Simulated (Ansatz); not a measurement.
# Screening in SiO2 (P3_221)

Aim: the electronic dielectric constant of SiO2 (P3_221) by perturbation theory, a sum over states and the RPA step of G0W0.

Calculated with Ansatz 0.2.0; linear response on PBE, plane waves, PAW.

### Step 1. Starting point

The structure is trigonal, space group P3_221 (No. 154). Conventional cell: a = 4.916 Å, b = 4.916 Å, c = 5.408 Å, α = 90.00°, β = 90.00°, γ = 120.00°. Nearest to Si lie 4 O at 1.61 Å. O has 2 Si at 1.61 Å nearest. Farther neighbours and most contacts between anions are not listed.

The cell and positions come from the Crystallography Open Database and are kept as given unless a step says otherwise.

### Step 2. Response to a homogeneous field

ε∞ sets how strongly the crystal screens. Perturbation theory gives it with local fields and without a sum over empty bands.

This step: dielectric response by perturbation theory, PBE, plane waves, PAW; PAW set soft_1.

input.yaml

```yaml
crystal:
  lattice:
    - [4.91636, 0.0, 0.0]
    - [-2.45818, 4.2576926541, 0.0]
    - [0.0, 0.0, 5.4084]
  atoms:
    - { symbol: Si, position: [0.46973, 0.0, 0.6666666667] }
    - { symbol: Si, position: [0.0, 0.46973, 0.3333333333] }
    - { symbol: Si, position: [0.53027, 0.53027, 0.0] }
    - { symbol: O, position: [0.41354, 0.26758, 0.78558] }
    - { symbol: O, position: [0.73242, 0.14596, 0.4522466667] }
    - { symbol: O, position: [0.85404, 0.58646, 0.1189133333] }
    - { symbol: O, position: [0.26758, 0.41354, 0.21442] }
    - { symbol: O, position: [0.14596, 0.73242, 0.5477533333] }
    - { symbol: O, position: [0.58646, 0.85404, 0.8810866667] }
kpoints:
  mp_grid: { grid: [6, 6, 4] }
hamiltonian:
  xc: pbe
  pseudopotentials: { kind: paw, azcp: { folder: soft_1 } }
scf:
  occupations: { method: fixed }
dielectric: {}
```

Launch:

```sh
$ ansatz run input.yaml --threads 3 --pin off --max-ram 92160MiB --backend cuda --events-out ev --progress --plain --runs-dir out --devices 1 --max-vram 13GiB
```

Numbers of over 12 decimals in the logs are rounded to 6 here.

Output:

```text
GPUs: using 1 of 1 available (devices: 1).
Engine: ansatz 0.2.0, x86_64-unknown-linux-gnu
Pseudopotentials: kind: paw
Pseudopotential: Si, paw, valence charge 4, recommended cutoff 420 eV (normal), soft_1/Si.paw.azcp
Pseudopotential: O, paw, valence charge 6, recommended cutoff 420 eV (normal), soft_1/O.paw.azcp
Functional definition: PBE
  parameter kappa = 0.804
  parameter beta = 0.066725
  exchange = pbe_x(kappa = kappa, mu = beta*pi^2/3)
  correlation = pbe_c(beta = beta)
device memory: the entry about to start is reckoned to put 3.9 GiB on a device that reports 43.4 GiB free (of which the cap on the GPU budget leaves the run 13.0 GiB)
GPU FFT provider: cuFFT
GPU libraries: cuBLAS 13.8.2, cuFFT 12.4.0, cuSOLVER 12.3.4
Crystal: 9 atoms, lattice volume = 113.211 Å³
Basis set: ecut = 420 eV, 2209 PW (Γ), exchange–correlation on 72×72×96 points (8 copies of the dense FFT grid, shifted against one another)
Bands: 33, of which v1, the nominal top of the filled ones, is band 24 counted from 1 (23 counted from 0)
Symmetry: 6 space group operations
k-points: 76 of 144 (irreducible under 1 space group operation, time reversal used)
Non-local potential: Si, projectors of the file, l = 0: 2, l = 1: 2, l = 2: 1
Non-local potential: O, projectors of the file, l = 0: 2, l = 1: 2, l = 2: 1
PAW form: soft (Blöchl's): semilocal exchange-correlation on the pseudo side does not see the compensation charge
PAW one-centre angular grid: Si, 110 points (default); XC on 64 Gauss nodes
PAW one-centre angular grid: O, 110 points (default); XC on 64 Gauss nodes
Initial density: superposition of atomic densities (chi_scale 0.1, normalization cell, long waves kept (reshape's long-wave potential 0.01 eV rms))
Initial wavefunctions: pseudopotential atomic-orbital guess
GPU buffer pool allocated for 62208 grid points (all kernels)
GPU transforms: local potential and band sums: pruned to the plane-wave sphere, on 36×36×40
Functional: x = pbe(κ = 0.804, μ = 0.219515), c = pbe(β = 0.066725)
SCF iter   1: F=—  HF=-5327.300983 eV  |F-HF|=—  |Δ(HF+E_count)|=         —  Δρ=1.35e-1  dr2=1.83e1  ethr=3.10e-3  ⟨swp⟩=4.9  Hψ=11247  notcnv=0  defer=466
preconditioner: auto → Resta (q_TF=auto, 2.365 Å⁻¹)  ε∞=2.8  [insulator: Δε(μ)=7.394 eV  Ē_g=18.262 eV  n_scr=22 (ndim 8)  ℏωp=24.2 eV  f_vac=0.003  ε∞_Penn≈2.8]
SCF iter   2: F=—  HF=-5322.205489 eV  |F-HF|=—  |Δ(HF+E_count)|=    5.10e0  Δρ=4.36e-2  dr2=9.28e-1  ethr=3.10e-3  ⟨swp⟩=3.8  Hψ=6962  notcnv=0  defer=427
SCF iter   3: F=—  HF=-5322.143479 eV  |F-HF|=—  |Δ(HF+E_count)|=   6.20e-2  Δρ=2.16e-2  dr2=2.91e-1  ethr=1.93e-3  ⟨swp⟩=2.0  Hψ=2460  notcnv=0  defer=523
SCF iter   4: F=—  HF=-5322.162414 eV  |F-HF|=—  |Δ(HF+E_count)|=   1.89e-2  Δρ=1.67e-3  dr2=2.44e-3  ethr=6.07e-4  ⟨swp⟩=3.0  Hψ=4294  notcnv=0  defer=516
SCF iter   5: F=—  HF=-5322.166702 eV  |F-HF|=—  |Δ(HF+E_count)|=   4.29e-3  Δρ=4.66e-4  dr2=2.15e-4  ethr=5.09e-6  ⟨swp⟩=3.0  Hψ=4553  notcnv=0  defer=530
SCF iter   6: F=—  HF=-5322.166859 eV  |F-HF|=—  |Δ(HF+E_count)|=   1.57e-4  Δρ=7.31e-5  dr2=8.42e-6  ethr=4.48e-7  ⟨swp⟩=2.0  Hψ=3824  notcnv=0  defer=530
SCF iter   7: F=—  HF=-5322.166971 eV  |F-HF|=—  |Δ(HF+E_count)|=   1.12e-4  Δρ=1.32e-5  dr2=1.77e-7  ethr=1.75e-8  ⟨swp⟩=2.0  Hψ=4258  notcnv=0  defer=517
SCF iter   8: F=—  HF=-5322.166972 eV  |F-HF|=—  |Δ(HF+E_count)|=   5.15e-7  Δρ=2.98e-6  dr2=9.49e-9  ethr=3.68e-10  ⟨swp⟩=2.1  Hψ=4162  notcnv=0  defer=518
SCF iter   9: F=—  HF=-5322.166972 eV  |F-HF|=—  |Δ(HF+E_count)|=   1.49e-8  Δρ=3.66e-7  dr2=1.71e-10  ethr=1.98e-11  ⟨swp⟩=2.0  Hψ=3674  notcnv=0  defer=518
SCF iter  10: F=-5322.166972 eV  HF=-5322.166972 eV  |F-HF|=2.73e-12  |Δ(HF+E_count)|=  2.69e-10  Δρ=7.43e-8  dr2=4.80e-12  ethr=1.00e-12  ⟨swp⟩=14.1  Hψ=13040  notcnv=0
SCF 1 converged in 10 iterations: F = -5322.166972 eV  dr2 = 4.80e-12
  greatest PAW one-centre occupation: 0.861 electrons in one spin orbital (limit 2), on the O atom at site 7 (counted from 0), in its partial waves of l = 0
the response reads at least the filled bands of the reference SCF and the lowest empty band at each k-point, and that SCF's band table does not vouch for those bands. The notice of the band table in this run's record says why
device memory: the entry about to start is reckoned to put 0.1 GiB (of the 0.2 GiB reckoned in all, the device holds 0.1 GiB already) on a device that reports 43.0 GiB free (of which the cap on the GPU budget leaves the run 12.9 GiB)
device memory: the entry about to start is reckoned to put 1.9 GiB (of the 2.1 GiB reckoned in all, the device holds 0.1 GiB already) on a device that reports 43.0 GiB free (of which the cap on the GPU budget leaves the run 12.9 GiB)
DFPT response loops at Γ: preconditioner auto → none (the input reference at scf.mixing.eps_inf says where Resta's filter doesn't serve); β = 0.50; Broyden in place of MSR1
SCF converged after 10 iterations
Free energy (F): -5322.166972 eV
Harris-Foulkes:  -5322.166972 eV  (|F-HF|=2.73e-12)
Internal energy: -5322.166972 eV  (E = F + TS)
E sigma→0 (E₀):  -5322.166972 eV
Fermi energy:    2.505009 eV
--- Per-component energies (eV) ---
  E_band       = -206.884716
  E_kinetic    = 1169.978261
  E_local      = -2935.000242  (includes V_loc(G=0)·N_el)
  E_nonlocal   = 381.266056
  E_hartree    = 1074.940597
  E_xc         = -603.969176
  E_vxc        = -698.103878  (∫ρ·V_xc dr)
  E_paw        = -2519.089835  (= ΣΔE_a)
  E_vpaw       = -274.911190  (= ΣTr[D̂ρ^β])
  E_aug_tail   = 0.005008  (compensation charges beyond the density's cutoff)
  E_ewald      = -1890.297640
  E_smearing   = -0.000000  (= −TS)
  E_closure    = -0.000000  (closes the sum)
  Σ components = -5322.166972   (vs F -5322.166972, Δ=0.00e0)
--- Band table (eV; the first three rows and the last of 76) ---
  k-point 0: bands = [... 20 lower, 1.5021, 1.8187, 2.1901, 2.1901, 8.4978, 11.8261, 11.8261, 12.2813, ... 5 higher]
  k-point 1: bands = [... 20 lower, 1.4313, 1.9706, 2.2799, 2.4090, 9.0967, 11.6629, 11.7570, 11.7824, ... 5 higher]
  k-point 2: bands = [... 20 lower, 1.3000, 2.2895, 2.2895, 2.4143, 10.4511, 10.4511, 11.5717, 12.2626, ... 5 higher]
  k-point 75: bands = [... 20 lower, 1.6229, 1.6658, 1.9064, 2.3159, 11.4247, 11.9043, 12.1838, 12.3430, ... 5 higher]
--- Dielectric response (ions clamped): 2 representative field directions + reference, on 76 of 144 k-points (Σ response iterations 17) ---
  k mesh reduced under 1 symmetry operation, with k and −k counted as one. Each operation leaves every solved perturbation unchanged. A smaller set is not considered because the run solves the response to a homogeneous field
  ε∞ (high-frequency dielectric tensor):
        2.454067    -0.000000     0.000000
       -0.000000     2.454067    -0.000000
        0.000000     0.000000     2.485504
  Born effective charges Z* (e; rows j = field, columns β = displacement):
    site 0:
         3.00150   -0.00000    0.00000
        -0.00000    3.66955   -0.29903
         0.00000    0.25885    3.45334
    site 1:
         3.50254    0.28928    0.25897
         0.28928    3.16851    0.14951
        -0.22417   -0.12942    3.45334
    site 2:
         3.50254   -0.28928   -0.25897
        -0.28928    3.16851    0.14951
         0.22417   -0.12942    3.45334
    site 3:
        -1.31529    0.52399    0.34377
         0.47236   -2.02024   -0.72702
         0.28422   -0.76694   -1.72667
    site 4:
        -1.41257   -0.52852    0.45773
        -0.58016   -1.92296    0.66122
         0.52207    0.62961   -1.72667
    site 5:
        -2.27543    0.08198   -0.80150
         0.03035   -1.06009    0.06580
        -0.80630    0.13732   -1.72667
    site 6:
        -2.27543   -0.08198    0.80150
        -0.03035   -1.06009    0.06580
         0.80630    0.13732   -1.72667
    site 7:
        -1.31529   -0.52399   -0.34377
        -0.47236   -2.02024   -0.72702
        -0.28422   -0.76694   -1.72667
    site 8:
        -1.41257    0.52852   -0.45773
         0.58016   -1.92296    0.66122
        -0.52207    0.62961   -1.72667
  Z* charge neutrality: 1.927e-5 e pre-enforcement
  k-mesh period / interband length: 21.6 Å / 0.95 Å = 22.69 at k = (0.0000, 0.0000, 0.0000), direct gap 6.308 eV — 14 or more, which is no proof of convergence
```

Run time: 29 s. Hardware: 1 × NVIDIA H100 80GB HBM3 (shared by 6 runs) with 3 threads of AMD EPYC 7R13 (Zen 3), shared host; peak memory 1.7 GiB; 56 s of CPU time.

One over ε∞ averages 0.41, above the quarter of exact exchange in PBE0, which should therefore fall short.

High-frequency dielectric tensor:

```
2.45 0.00 0.00
0.00 2.45 0.00
0.00 0.00 2.49
```

Born effective charge (e), principal values of the symmetric part by kind of site:

```tsv
atom	atoms with these values	low	middle	high	mean
Si1	3	3.00	3.45	3.67	3.37
O4	6	-2.86	-1.17	-1.03	-1.69
```

In full for O4:

```
-1.32  0.52  0.34
 0.47 -2.02 -0.73
 0.28 -0.77 -1.73
```

### Step 3. Independent-particle spectrum

The independent-particle spectrum shows where the oscillator strength lies, before excitons and local fields.

This step: independent-particle optics on PBE, plane waves, PAW; PAW set soft_1.

Edit input.yaml of step 2 so:

```diff
@@ -22,2 +22,4 @@
   occupations: { method: fixed }
-dielectric: {}
+  n_extra_bands: 77
+output:
+  optics: { e_range: [0, 25], de: 0.1, sigma: 0.2 }
```

Output:

```text
[...]
GPUs: using 1 of 1 available (devices: 1).
[...]
GPU FFT provider: cuFFT
GPU libraries: cuBLAS 13.8.2, cuFFT 12.4.0, cuSOLVER 12.3.4
Crystal: 9 atoms, lattice volume = 113.211 Å³
Basis set: ecut = 420 eV, 2209 PW (Γ)
Bands: 101, of which v1, the nominal top of the filled ones, is band 24 counted from 1 (23 counted from 0)
[... 1 set-up line as in the run before ...]
[...]
k-points: 24 of 144 (time reversal used)
[...]
GPU buffer pool allocated for 51840 grid points (all kernels)
[...]
SCF iter   1: F=—  HF=-5327.300025 eV  |F-HF|=—  |Δ(HF+E_count)|=         —  Δρ=1.35e-1  dr2=1.84e1  ethr=3.10e-3  ⟨swp⟩=4.7  Hψ=8815  notcnv=0  defer=1793
[...]
SCF iter  10: F=-5322.167110 eV  HF=-5322.167110 eV  |F-HF|=1.82e-12  |Δ(HF+E_count)|=  7.00e-11  Δρ=4.31e-8  dr2=8.56e-13  ethr=1.00e-12  ⟨swp⟩=18.1  Hψ=24033  notcnv=0
SCF 1 converged in 10 iterations: F = -5322.167110 eV  dr2 = 8.56e-13
[...]
Optics k sum: 0 of 24 k-points
Optics k sum: 2 of 24 k-points
[...]
Optics k sum: 24 of 24 k-points
[...]
SCF converged after 10 iterations
Free energy (F): -5322.167110 eV
[...]
Internal energy: -5322.167110 eV  (E = F + TS)
E sigma→0 (E₀):  -5322.167110 eV
Fermi energy:    2.505014 eV
[...]
--- Band table (eV; the first three rows and the last of 24) ---
  k-point 0: bands = [... 20 lower, 1.5021, 1.8187, 2.1901, 2.1901, 8.4978, 11.8262, 11.8262, 12.2813, ... 73 higher]
  k-point 1: bands = [... 20 lower, 1.4313, 1.9706, 2.2799, 2.4090, 9.0967, 11.6629, 11.7570, 11.7824, ... 73 higher]
  k-point 2: bands = [... 20 lower, 1.3000, 2.2895, 2.2895, 2.4143, 10.4511, 10.4511, 11.5718, 12.2626, ... 73 higher]
  k-point 23: bands = [... 20 lower, 1.5720, 1.7429, 1.9221, 1.9221, 11.5195, 12.3043, 12.3043, 12.6081, ... 73 higher]
```

Wall time 31 s (1 × NVIDIA H100 80GB HBM3 (shared by 6 runs) with 3 threads); peak memory 1.6 GiB.

Numbers from this step:

```
ε∞ without local fields (xx, yy, zz)                                   : 2.563, 2.563, 2.575
electrons in the f-sum (xx, yy, zz)                                    : 33.86, 33.86, 34.01
bands in the explicit sum (the static value is completed to all bands) : 101
```

The sum gives ε∞ = 2.56 and 2.58 without local fields.

The ε₂ has structure finer than the step of the table below, so its rows give means over 1 eV, whole bins alone (the curve runs from 0 to 25 eV). Peaks (eV: height): xx=yy 10.3: 3.72, 15.3: 2.75; zz 9.8: 3.54, 11.9: 2.91, 14.6: 2.74, 15.7: 3.86.

Independent particles, no local fields, Gaussian width 0.2 eV. Table of ε₂ by photon energy; means over each step:

```tsv
photon energy (eV)	xx=yy	zz
5	0	0
6	4.6e-4	7.9e-5
7	0.0353	0.0296
8	0.572	0.601
9	1.46	1.83
10	3.20	3.12
11	2.92	2.50
12	2.51	2.55
13	2.32	2.37
14	2.30	2.19
15	2.63	2.64
16	2.45	3.03
17	2.17	2.02
18	1.95	1.76
19	1.43	1.60
20	1.19	1.48
21	1.05	0.907
22	0.802	0.741
23	0.640	0.620
24	0.582	0.549
```

Independent particles, no local fields, Gaussian width 0.2 eV. Loss function against photon energy; read off at these points:

```tsv
photon energy (eV)	xx=yy	zz
6.0	2.8e-6	0
7.0	0.00130	5.4e-4
8.0	0.0361	0.0363
9.0	0.0586	0.0560
10.0	0.123	0.187
11.0	0.250	0.224
12.0	0.227	0.250
13.0	0.310	0.294
14.0	0.292	0.267
15.0	0.312	0.302
16.0	0.370	0.309
17.0	0.443	0.493
18.0	0.493	0.591
19.0	0.689	0.647
20.0	0.796	0.646
21.0	0.929	1.08
22.0	1.20	1.32
23.0	1.39	1.47
23.3	1.45	1.54
23.4	1.41	1.55
24.0	1.32	1.40
25.0	1.24	1.47
```

### Step 4. RPA screening from the G0W0 run

G0W0 replaces the xc potential by the self-energy, built once from these orbitals. Only a window of levels is corrected, while the sums run over the empty bands that the input names. This step takes PAW set soft_1 files.

This step: G0W0 on PBE, plane waves, PAW; PAW set soft_1.

Edit input.yaml of step 3 so:

```diff
@@ -22,4 +22,7 @@
   occupations: { method: fixed }
-  n_extra_bands: 77
-output:
-  optics: { e_range: [0, 25], de: 0.1, sigma: 0.2 }
+gw:
+  n_empty_bands: 620
+  ecut_chi: 180.0
+  qp_bands: [v3, c3]
+  qp_kpoints: band_edges
+  screening: { model: contour_deformation }
```

Output:

```text
GPUs: using 1 of 1 available (devices: 1).
[...]
GPU FFT provider: cuFFT
GPU libraries: cuBLAS 13.8.2, cuFFT 12.4.0, cuSOLVER 12.3.4
Crystal: 9 atoms, lattice volume = 113.211 Å³
Basis set: ecut = 420 eV, 2209 PW (Γ)
Bands: 33, of which v1, the nominal top of the filled ones, is band 24 counted from 1 (23 counted from 0)
[... 1 set-up line as in the run before ...]
[...]
k-points: 24 of 144 (time reversal used)
[...]
1    23      2.2799   -26.5713     4.0558   -20.5773  0.8049     0.3107     0.3418  root
[...]
22    24      2.3069   -26.5837     4.0329   -20.6233  0.8055     0.3491     0.3795  root
    22    25     11.4367    -9.8986    -4.1449   -15.7698  0.8468    13.1813    13.1629  root
    22    26     11.7413    -7.2968    -3.7519   -12.3425  0.8566    13.0450    13.0351  root
    22    27     12.1141    -8.5217    -3.8572   -13.8755  0.8498    13.6245    13.6107  root
[key lines of the parts left out:]
SCF converged after 8 iterations
Free energy (F): -5322.167110 eV
Fermi energy:    2.505009 eV
```

It took 1.8 min on 1 × NVIDIA H100 80GB HBM3 (shared by 6 runs) with 3 threads; peak memory 3.3 GiB; 3.3 min of CPU time.

This step gave:

| Quantity | Value |
| --- | --- |
| bands summed | 644 |
| RPA ε∞ on this mesh (eigenvalues) | 2.334, 2.334, 2.366 |
| plane waves in the screening matrix | 635 |
| G0W0 gap on the mesh | 9.002 eV |
| k of the valence top | 0.3333, 0.3333, 0 |
| k of the conduction bottom | 0, 0, 0 |
| starting gap on the mesh | 5.993 eV |
| least direct G0W0 gap on the computed points | 9.371 eV |

The gap on the mesh goes from 5.99 eV to 9.00 eV, a correction of +3.01 eV. Between the two edge states, bare exchange in place of the xc potential would open the gap by 10.50 eV, and correlation takes back 7.49 eV.

Mean over the mesh in bins of 0.25 1/Å. Table of static inverse dielectric function, diagonal by length of q+G:

```tsv
length of q+G (Å⁻¹)	static inverse dielectric function, diagonal
0.26	0.435
0.49	0.458
0.75	0.495
1.01	0.536
1.25	0.579
1.51	0.626
1.76	0.671
2.01	0.712
2.26	0.750
2.51	0.784
2.75	0.813
3.01	0.839
3.25	0.860
3.50	0.878
3.75	0.894
4.00	0.907
4.25	0.918
4.50	0.929
4.75	0.937
5.00	0.946
5.26	0.953
5.50	0.960
5.75	0.966
6.00	0.971
6.25	0.976
6.50	0.980
6.75	0.983
```

### Step 5. The values together

Times are wall times on 1 × NVIDIA H100 80GB HBM3 (shared by 6 runs) with 3 threads of AMD EPYC 7R13 (Zen 3), shared host, good to a factor of about two.

```tsv
method	mesh	ε∞, low	middle	high	mean	time
perturbation theory (local fields and xc kernel)	6×6×4	2.45	2.45	2.49	2.46	29 s
sum over states (no local fields)	6×6×4	2.56	2.56	2.58	2.57	31 s
RPA with local fields, on the GW mesh	6×6×4	2.33	2.33	2.37	2.34	1.8 min
```

### Step 6. Results

| Property | Result |
| --- | --- |
| perturbation theory (local fields and xc kernel) | 2.45, 2.45, 2.49 |
| sum over states (no local fields) | 2.56, 2.56, 2.58 |
| RPA with local fields, on the GW mesh | 2.33, 2.33, 2.37 |

In words: Mean Born effective charge: Si1 3.37, O4 -1.69 e. Distinct peaks of the ε₂ (xx=yy) stand at 10.3 and 15.3 eV; the one at 10.3 eV is strongest. The loss function (xx=yy) has its highest peak at 23.3 eV. The sum without local fields gives 2.57 in the mean against 2.46 by perturbation theory; local fields lower ε∞ and the xc kernel gives part of it back, though the sum also carries the error of its own mesh. The RPA values on the 6×6×4 mesh average 0.95 times those of perturbation theory (means 2.34 and 2.46). Without the xc kernel RPA should lie a little lower, as the mean does. PBE usually puts the gap too low, which tends to raise ε∞. Ions are clamped, so the lattice part of the static constant is not in these numbers.

[Paths, hosts, dates, memory and timing lines, banners, echoed tables and standing remarks are left out of the program output.]

[Logs are printed without paths, hosts, clocks, repeated set-up lines and the standing remarks that a program may print on its own settings, such as how far it seeks lower states.]

[Runs of the session that timed out or met a known fault of the program may be left out.]

[Cells called generated may have been cut or substituted from an entry of the Crystallography Open Database or the Materials Project.]

[Hosts, paths, dates, database ids (printed as entryN), source tags and the programs' standing remarks are cut or masked in the printed files.]
